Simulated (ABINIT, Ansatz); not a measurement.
## K2TaNbO6 (Fm-3m): one start, several treatments of the self-energy

Wanted: the gap of K2TaNbO6 (Fm-3m) under several approximations, with cost.

Method: PBEsol and many-body steps on it, plane waves, in ABINIT 10.8.3.

## (1) The structure

It takes space group Fm-3m (No. 225, cubic). Conventional cell: a = 8.089 Å, b = 8.089 Å, c = 8.089 Å, α = 90.00°, β = 90.00°, γ = 90.00°. K has 12 O at 2.86 Å nearest. Ta has 6 O at 2.01 Å nearest. Nb has 6 O at 2.03 Å nearest. O has 1 Ta at 2.01 Å and 1 Nb at 2.03 Å and 4 K at 2.86 Å nearest. Farther neighbours and most contacts between anions are not listed.

The cell and positions are those that the Materials Project relaxed with its own functionals (PBE, PBE+U or r2SCAN), kept fixed. Spin-orbit coupling is left out unless a step names it.

## (2) Empty states on the mesh, 2×2×2 mesh, 278 bands

This step: ABINIT 10.8.3; DFT, PBEsol, plane waves, norm-conserving pseudopotentials.

The sums over transitions need many empty states on a uniform mesh; this step solves for them.

The input, run.abi:

```
acell 3*1.0 Angstrom
rprim 
  -0.000000000000 4.044428000000 4.044428000000
  4.044428000000 -0.000000000000 4.044428000000
  4.044428000000 4.044428000000 -0.000000000000
ntypat 4
znucl 19 73 41 8
natom 10
typat 1 1 2 3 4 4 4 4 4 4
xred 
  0.250000000000 0.250000000000 0.250000000000
  0.750000000000 0.750000000000 0.750000000000
  0.500000000000 0.500000000000 0.500000000000
  -0.000000000000 0.000000000000 -0.000000000000
  0.749028000000 0.250972000000 0.250972000000
  0.250972000000 0.749028000000 0.749028000000
  0.250972000000 0.749028000000 0.250972000000
  0.749028000000 0.250972000000 0.749028000000
  0.250972000000 0.250972000000 0.749028000000
  0.749028000000 0.749028000000 0.250972000000
pp_dirpath "pseudos"
pseudos "K.upf, Ta.upf, Nb.upf, O.upf"
ecut 37
ngkpt 2 2 2
nshiftk 1
shiftk 0 0 0
kptopt 1
chksymbreak 0
iscf -2
irdden 1
istwfk *1
nband 278
nbdbuf 24
tolwfr 1e-09
nstep 60
prtvol 0
indata_prefix "in"
outdata_prefix "out"
tmpdata_prefix "tmp"
```

The run is started by

```
> OMP_NUM_THREADS=1 mpirun -n 4 abinit run.abi > log
```

Numbers of over 12 decimals in the logs are rounded to 6 here.

Log:

```text
.Version 10.8.3 of ABINIT. v10.8.2 released Aug 2026.

 Symmetries : space group Fm -3 m (#225); Bravais cF (face-center cubic)
[... echo of the input left out ...]
== DATASET  1 ==================================================================
-   mpi_nproc: 4, omp_nthreads: 1 (-1 if OMP is not activated)
-    --> not optimal distribution: autoparal keyword recommended in input file <--

--- !DatasetInfo
iteration_state: {dtset: 1, }
dimensions: {natom: 10, nkpt: 3, mband: 278, nsppol: 1, nspinor: 1, nspden: 1, mpw: 9608, }
cutoff_energies: {ecut:  37.0, pawecutdg:  -1.0, }
[...]
2.88761    2.88761    2.88794    2.88794    2.89921    2.89921    2.89921    2.90748
   2.90748    2.90748    2.95076    2.95081    2.95091    2.95120    2.95126    2.95131
   2.95935    2.95959    2.95986    2.97180    2.97242    2.97314
 prteigrs : prtvol=0 or 1, do not print more k-points.

== END DATASET(S) ==============================================================
================================================================================

 -outvars: echo values of variables after computation  --------
            nband         278
             nkpt           3
          spgroup         225
 [... the other variables as echoed above ...]

 Calculation completed.
```

Wall time 3.9 min (4 MPI ranks of Intel Xeon Platinum 8488C (Sapphire Rapids), shared host); peak memory 0.49 GiB.

Numbers from this step:

- gap: 1.698 eV
- k of the valence top: 0, 0, 0
- k of the conduction bottom: 0, 0, 0
- least direct gap: 1.698 eV
- k points computed: 3
- lowest point of the top converged band, above the valence top: 71.9812 eV

On this mesh the gap is 1.698 eV.

The density comes from a self-consistent run that is not shown.

## (3) Screening, 2×2×2 mesh, 127 bands, screening to 114.3 eV

The RPA dielectric matrix is built and inverted for each q.

This step: RPA screening on PBEsol, plane waves, norm-conserving pseudopotentials.

run.abi, as its differences from that of step 2:

```diff
@@ -28,10 +28,11 @@
 chksymbreak 0
-iscf -2
-irdden 1
 istwfk *1
-nband 278
-nbdbuf 24
-tolwfr 1e-09
-nstep 60
-prtvol 0
+occopt 1
+irdwfk 1
+optdriver 3
+nband 127
+ecuteps 4.2
+inclvkb 2
+awtr 1
+symchi 1
 indata_prefix "in"
```

Log:

```text
.Version 10.8.3 of ABINIT. v10.8.2 released Aug 2026.

 Symmetries : space group Fm -3 m (#225); Bravais cF (face-center cubic)
[... echo of the input left out ...]
== DATASET  1 ==================================================================
-   mpi_nproc: 4, omp_nthreads: 1 (-1 if OMP is not activated)

--- !DatasetInfo
iteration_state: {dtset: 1, }
dimensions: {natom: 10, nkpt: 3, mband: 127, nsppol: 1, nspinor: 1, nspden: 1, mpw: 9608, }
cutoff_energies: {ecut:  37.0, pawecutdg:  -1.0, }
electrons: {nelect:   8.00000000E+01, charge:   0.00000000E+00, occopt:   1.00000000E+00, tsmear:   1.00000000E-02, }

 SCREENING: Calculation of the susceptibility and dielectric matrices

 Based on a program developped by R.W. Godby, V. Olevano, G. Onida, and L. Reining.
 Incorporated in ABINIT by V. Olevano, G.-M. Rignanese, and M. Torrent.
.Using double precision arithmetic ; gwpc =  8

[... cell and pseudopotentials left out ...]
--------------------------------------------------------------------------------

 ==== K-mesh for the wavefunctions ====
 Number of points in the irreducible wedge :     3
[... list of points left out ...]
 Together with 48 symmetry operations and time-reversal symmetry
 yields     8 points in the full Brillouin Zone.

 ==== Q-mesh for the screening function ====
 Number of points in the irreducible wedge :     3
[... list of points left out ...]
 Together with 48 symmetry operations and time-reversal symmetry
 yields     8 points in the full Brillouin Zone.

 setmesh: FFT mesh size selected  =    40x   40x   40
          total number of points  =        64000

 vcoul_init : cutoff-mode = AUXILIARY_FUNCTION
 q-points for optical limit:   1
     1)      0.000010    0.000020    0.000030

- screening: taking advantage of time-reversal symmetry
- Maximum band index for partially occupied states nbvw = 40
- Remaining bands to be divided among processors   nbcw = 87
- Number of bands treated by each node ~21

 Number of electrons calculated from density =   80.0000; Expected =   80.0000
 average of density, n =  0.089597
 r_s =    1.3864
 omega_plasma =   28.8736 [eV]

 calculating chi0 at frequencies [eV] :
  1    0.000000E+00    0.000000E+00
  2    0.000000E+00    2.887365E+01

--------------------------------------------------------------------------------
  q-point number  1        q = ( 0.000000, 0.000000, 0.000000) [r.l.u.]
--------------------------------------------------------------------------------
[... chi0 elements left out ...]
 For q-point:  0.000010 0.000020 0.000030
  dielectric constant =   8.4347
  dielectric constant without local fields =   8.9306

  Average fulfillment of the sum rule on Im[epsilon] for q-point    1 :     46.91  [%]
[... wings left out ...]
  q-point number  2        q = ( 0.500000, 0.000000, 0.000000) [r.l.u.]
--------------------------------------------------------------------------------
[... chi0 elements left out ...]
  Average fulfillment of the sum rule on Im[epsilon] for q-point    2 :     54.49  [%]

 [... 1 further q-points ...]
```

Elapsed: 49 s, on 4 MPI ranks; peak memory 2 GiB; 3.2 min of CPU time.

This step gave:

| Quantity | Value |
| --- | --- |
| ε∞ with local fields, on this mesh, along the program's q direction | 8.435 |
| the same without local fields | 8.931 |
| plasma frequency | 28.87 eV |
| plane waves in the screening matrix | 339 |

Local fields lower ε∞ by 6 %. On a Γ-centred mesh this coarse the value itself is usually too large, while a short band sum pulls it down.

## (4) G0W0, Godby-Needs plasmon pole

The self-energy is evaluated for the states that the input lists, and the levels follow from it, in one-shot runs by the linearised quasiparticle equation.

This step: G0W0 on PBEsol, plane waves, norm-conserving pseudopotentials.

run.abi, as its differences from that of step 3:

```diff
@@ -31,8 +31,15 @@
 irdwfk 1
-optdriver 3
+optdriver 4
 nband 127
+gwcalctyp 0
+ecutsigx 37
+symsigma 1
+nkptgw 1
+kptgw 
+  0.0000000000 0.0000000000 0.0000000000
+bdgw 
+  38 43
 ecuteps 4.2
-inclvkb 2
-awtr 1
-symchi 1
+irdscr 1
+ppmodel 1
 indata_prefix "in"
```

Log:

```text
.Version 10.8.3 of ABINIT. v10.8.2 released Aug 2026.

 Symmetries : space group Fm -3 m (#225); Bravais cF (face-center cubic)
[... echo of the input left out ...]
== DATASET  1 ==================================================================
-   mpi_nproc: 4, omp_nthreads: 1 (-1 if OMP is not activated)

--- !DatasetInfo
iteration_state: {dtset: 1, }
dimensions: {natom: 10, nkpt: 3, mband: 127, nsppol: 1, nspinor: 1, nspden: 1, mpw: 9608, }
cutoff_energies: {ecut:  37.0, pawecutdg:  -1.0, }
electrons: {nelect:   8.00000000E+01, charge:   0.00000000E+00, occopt:   1.00000000E+00, tsmear:   1.00000000E-02, }

 SIGMA: Calculation of the GW corrections

 Based on a program developped by R.W. Godby, V. Olevano, G. Onida, and L. Reining.
 Incorporated in ABINIT by V. Olevano, G.-M. Rignanese, and M. Torrent.
.Using double precision arithmetic ; gwpc =  8

[... cell and pseudopotentials left out ...]
--------------------------------------------------------------------------------

 ==== K-mesh for the wavefunctions ====
 Number of points in the irreducible wedge :     3
[... list of points left out ...]
 Together with 48 symmetry operations and time-reversal symmetry
 yields     8 points in the full Brillouin Zone.

 ==== Q-mesh for screening function ====
 Number of points in the irreducible wedge :     3
[... list of points left out ...]
 Together with 48 symmetry operations and time-reversal symmetry
 yields     8 points in the full Brillouin Zone.

 vcoul_init : cutoff-mode = AUXILIARY_FUNCTION
 q-points for optical limit:   1
     1)      0.000010    0.000020    0.000030
 setmesh: FFT mesh size selected  =    60x   60x   60
          total number of points  =       216000

 Number of electrons calculated from density =   80.0000; Expected =   80.0000
 average of density, n =  0.089597
 r_s =    1.3864
 omega_plasma =   28.8736 [eV]

 === KS Band Gaps ===
  >>>> For spin  1
   Minimum direct gap =   1.6976 [eV], located at k-point      :   0.0000  0.0000  0.0000
   Fundamental gap    =   1.6976 [eV], Top of valence bands at :   0.0000  0.0000  0.0000
                                       Bottom of conduction at :   0.0000  0.0000  0.0000
 SIGMA fundamental parameters:
 PLASMON POLE MODEL  1
 number of plane-waves for SigmaX                 9577
 number of plane-waves for SigmaC and W            339
 number of plane-waves for wavefunctions          9577
 number of bands                                   127
 number of independent spin polarizations            1
 number of spinorial components                      1
 number of k-points in IBZ                           3
 number of q-points in IBZ                           3
 number of symmetry operations                      48
 number of k-points in BZ                            8
 number of q-points in BZ                            8
 number of frequencies for dSigma/dE                 9
 frequency step for dSigma/dE [eV]                0.25
 number of omega for Sigma on real axis              0
 max omega for Sigma on real axis  [eV]           0.00
 zcut for avoiding poles [eV]                     0.10

 EPSILON^-1 parameters (SCR file):
 dimension of the eps^-1 matrix on file            339
 dimension of the eps^-1 matrix used               339
 number of plane-waves for wavefunctions          9577
 number of bands                                   127
 number of q-points in IBZ                           3
 number of frequencies                               2
 number of real frequencies                          1
 number of imag frequencies                          1

 matrix elements of self-energy operator (all in [eV])

 Perturbative Calculation

--- !SelfEnergy_ee
iteration_state: {dtset: 1, }
kpoint     : [   0.000,    0.000,    0.000, ]
spin       : 1
KS_gap     :    1.698
QP_gap     :    3.032
Delta_QP_KS:    1.334
data: !SigmaeeData |
     Band     E0 <VxcDFT>   SigX SigC(E0)      Z dSigC/dE  Sig(E)    E-E0       E
       38   5.219 -19.860 -24.589   5.232   0.766  -0.305 -19.475   0.385   5.604
       39   5.219 -19.860 -24.589   5.232   0.766  -0.305 -19.475   0.385   5.604
       40   5.219 -19.860 -24.589   5.232   0.766  -0.305 -19.475   0.385   5.604
       41   6.917 -15.369  -9.559  -3.707   0.818  -0.223 -13.649   1.719   8.636
       42   6.917 -15.369  -9.559  -3.707   0.818  -0.223 -13.649   1.719   8.636
       43   6.917 -15.369  -9.559  -3.707   0.818  -0.223 -13.649   1.719   8.636

== END DATASET(S) ==============================================================
================================================================================

 -outvars: echo values of variables after computation  --------
           etotal      0.0000000000E+00
            nband         127
             nkpt           3
          spgroup         225
 [... the other variables as echoed above ...]

 Calculation completed.
```

It took 8.5 s on 4 MPI ranks; peak memory 1.2 GiB; 33 s of CPU time.

This step gave:

```
G0W0 gap on the points computed              : 3.032 eV
starting gap on the mesh                     : 1.698 eV
k of the valence top                         : 0, 0, 0
k of the conduction bottom                   : 0, 0, 0
Z at the valence top                         : 0.766
Z at the conduction bottom                   : 0.818
least direct G0W0 gap on the computed points : 3.032 eV
```

The gap on the mesh goes from 1.70 eV to 3.03 eV, a correction of +1.33 eV.

## (5) G0W0, Engel-Farid plasmon pole

run.abi, as its differences from that of step 4:

```diff
@@ -43,3 +43,3 @@
 irdscr 1
-ppmodel 1
+ppmodel 4
 indata_prefix "in"
```

Log:

```text
.Version 10.8.3 of ABINIT. v10.8.2 released Aug 2026.

 Symmetries : space group Fm -3 m (#225); Bravais cF (face-center cubic)
[... echo of the input left out ...]
== DATASET  1 ==================================================================
-   mpi_nproc: 4, omp_nthreads: 1 (-1 if OMP is not activated)

--- !DatasetInfo
iteration_state: {dtset: 1, }
dimensions: {natom: 10, nkpt: 3, mband: 127, nsppol: 1, nspinor: 1, nspden: 1, mpw: 9608, }
cutoff_energies: {ecut:  37.0, pawecutdg:  -1.0, }
electrons: {nelect:   8.00000000E+01, charge:   0.00000000E+00, occopt:   1.00000000E+00, tsmear:   1.00000000E-02, }

 SIGMA: Calculation of the GW corrections

 Based on a program developped by R.W. Godby, V. Olevano, G. Onida, and L. Reining.
 Incorporated in ABINIT by V. Olevano, G.-M. Rignanese, and M. Torrent.
.Using double precision arithmetic ; gwpc =  8

[... cell and pseudopotentials left out ...]
--------------------------------------------------------------------------------

 ==== K-mesh for the wavefunctions ====
 Number of points in the irreducible wedge :     3
[... list of points left out ...]
 Together with 48 symmetry operations and time-reversal symmetry
 yields     8 points in the full Brillouin Zone.

 ==== Q-mesh for screening function ====
 Number of points in the irreducible wedge :     3
[... list of points left out ...]
 Together with 48 symmetry operations and time-reversal symmetry
 yields     8 points in the full Brillouin Zone.

 vcoul_init : cutoff-mode = AUXILIARY_FUNCTION
 q-points for optical limit:   1
     1)      0.000010    0.000020    0.000030
 setmesh: FFT mesh size selected  =    60x   60x   60
          total number of points  =       216000

 Number of electrons calculated from density =   80.0000; Expected =   80.0000
[...]
number of k-points in BZ                            8
 number of q-points in BZ                            8
 number of frequencies for dSigma/dE                 9
 frequency step for dSigma/dE [eV]                0.25
 number of omega for Sigma on real axis              0
 max omega for Sigma on real axis  [eV]           0.00
 zcut for avoiding poles [eV]                     0.10

 EPSILON^-1 parameters (SCR file):
 dimension of the eps^-1 matrix on file            339
 dimension of the eps^-1 matrix used               339
 number of plane-waves for wavefunctions          9577
 number of bands                                   127
 number of q-points in IBZ                           3
 number of frequencies                               2
 number of real frequencies                          1
 number of imag frequencies                          1

 matrix elements of self-energy operator (all in [eV])

 Perturbative Calculation

--- !SelfEnergy_ee
iteration_state: {dtset: 1, }
kpoint     : [   0.000,    0.000,    0.000, ]
spin       : 1
KS_gap     :    1.698
QP_gap     :    3.012
Delta_QP_KS:    1.315
data: !SigmaeeData |
     Band     E0 <VxcDFT>   SigX SigC(E0)      Z dSigC/dE  Sig(E)    E-E0       E
       38   5.219 -19.860 -24.589   5.245   0.788  -0.268 -19.453   0.407   5.626
       39   5.219 -19.860 -24.589   5.245   0.788  -0.268 -19.453   0.407   5.626
       40   5.219 -19.860 -24.589   5.245   0.788  -0.268 -19.453   0.407   5.626
       41   6.917 -15.369  -9.559  -3.752   0.836  -0.195 -13.647   1.721   8.638
       42   6.917 -15.369  -9.559  -3.752   0.836  -0.195 -13.647   1.721   8.638
       43   6.917 -15.369  -9.559  -3.752   0.836  -0.195 -13.647   1.721   8.638

== END DATASET(S) ==============================================================
================================================================================

 -outvars: echo values of variables after computation  --------
           etotal      0.0000000000E+00
            nband         127
             nkpt           3
          spgroup         225
 [... the other variables as echoed above ...]

 Calculation completed.
```

The job ended after 7.4 s (4 MPI ranks; peak memory 1.2 GiB; 29 s of CPU time).

Numbers from this step:

* G0W0 gap on the points computed: 3.012 eV
* starting gap on the mesh: 1.698 eV
* k of the valence top: 0, 0, 0
* k of the conduction bottom: 0, 0, 0
* Z at the valence top: 0.788
* Z at the conduction bottom: 0.836
* least direct G0W0 gap on the computed points: 3.012 eV

Against G0W0 in ABINIT (2×2×2 mesh, 127 bands, screening to 114.3 eV, Godby-Needs plasmon pole), the gap moves by −0.020 eV.

## (6) G0W0, Hybertsen-Louie plasmon pole

run.abi, as its differences from that of step 5:

```diff
@@ -43,3 +43,3 @@
 irdscr 1
-ppmodel 4
+ppmodel 2
 indata_prefix "in"
```

Log:

```text
.Version 10.8.3 of ABINIT. v10.8.2 released Aug 2026.

 Symmetries : space group Fm -3 m (#225); Bravais cF (face-center cubic)
[... echo of the input left out ...]
== DATASET  1 ==================================================================
-   mpi_nproc: 4, omp_nthreads: 1 (-1 if OMP is not activated)

--- !DatasetInfo
iteration_state: {dtset: 1, }
dimensions: {natom: 10, nkpt: 3, mband: 127, nsppol: 1, nspinor: 1, nspden: 1, mpw: 9608, }
cutoff_energies: {ecut:  37.0, pawecutdg:  -1.0, }
[...]
41   6.917 -15.369  -9.559  -3.613   0.874  -0.144 -13.449   1.919   8.836
       42   6.917 -15.369  -9.559  -3.613   0.874  -0.144 -13.449   1.919   8.836
       43   6.917 -15.369  -9.559  -3.613   0.874  -0.144 -13.449   1.919   8.836

== END DATASET(S) ==============================================================
================================================================================

 -outvars: echo values of variables after computation  --------
           etotal      0.0000000000E+00
            nband         127
             nkpt           3
          spgroup         225
 [... the other variables as echoed above ...]

 Calculation completed.
```

Run time: 8.4 s. Hardware: 4 MPI ranks; peak memory 1.2 GiB; 33 s of CPU time.

This step gave:

| Item | Value |
| --- | --- |
| G0W0 gap on the points computed | 3.585 eV |
| starting gap on the mesh | 1.698 eV |
| k of the valence top | 0, 0, 0 |
| k of the conduction bottom | 0, 0, 0 |
| least direct G0W0 gap on the computed points | 3.585 eV |

Against G0W0 in ABINIT (2×2×2 mesh, 127 bands, screening to 114.3 eV, Godby-Needs plasmon pole), the gap moves by +0.553 eV.

(Part 1 of 2 ends here.)

[Paths, hosts, dates, memory and timing lines, banners, echoed tables and standing remarks are left out of the program output.]

[Logs are printed without paths, hosts, clocks, repeated set-up lines and the standing remarks that a program may print on its own settings, such as how far it seeks lower states.]

[Runs of the session that timed out or met a known fault of the program may be left out.]

[Hosts, paths, dates, database ids (printed as entryN), source tags and the programs' standing remarks are cut or masked in the printed files.]

[G0W0 gaps are taken among the corrected bands and points alone; a level outside them can change the order at an edge.]

[Where Ansatz stands beside ABINIT at settings called matched, ABINIT's density can come from a denser mesh and the files from another edition; pairs whose starting gaps differed by over 0.03 eV were left out, so agreement reads better than it is.]
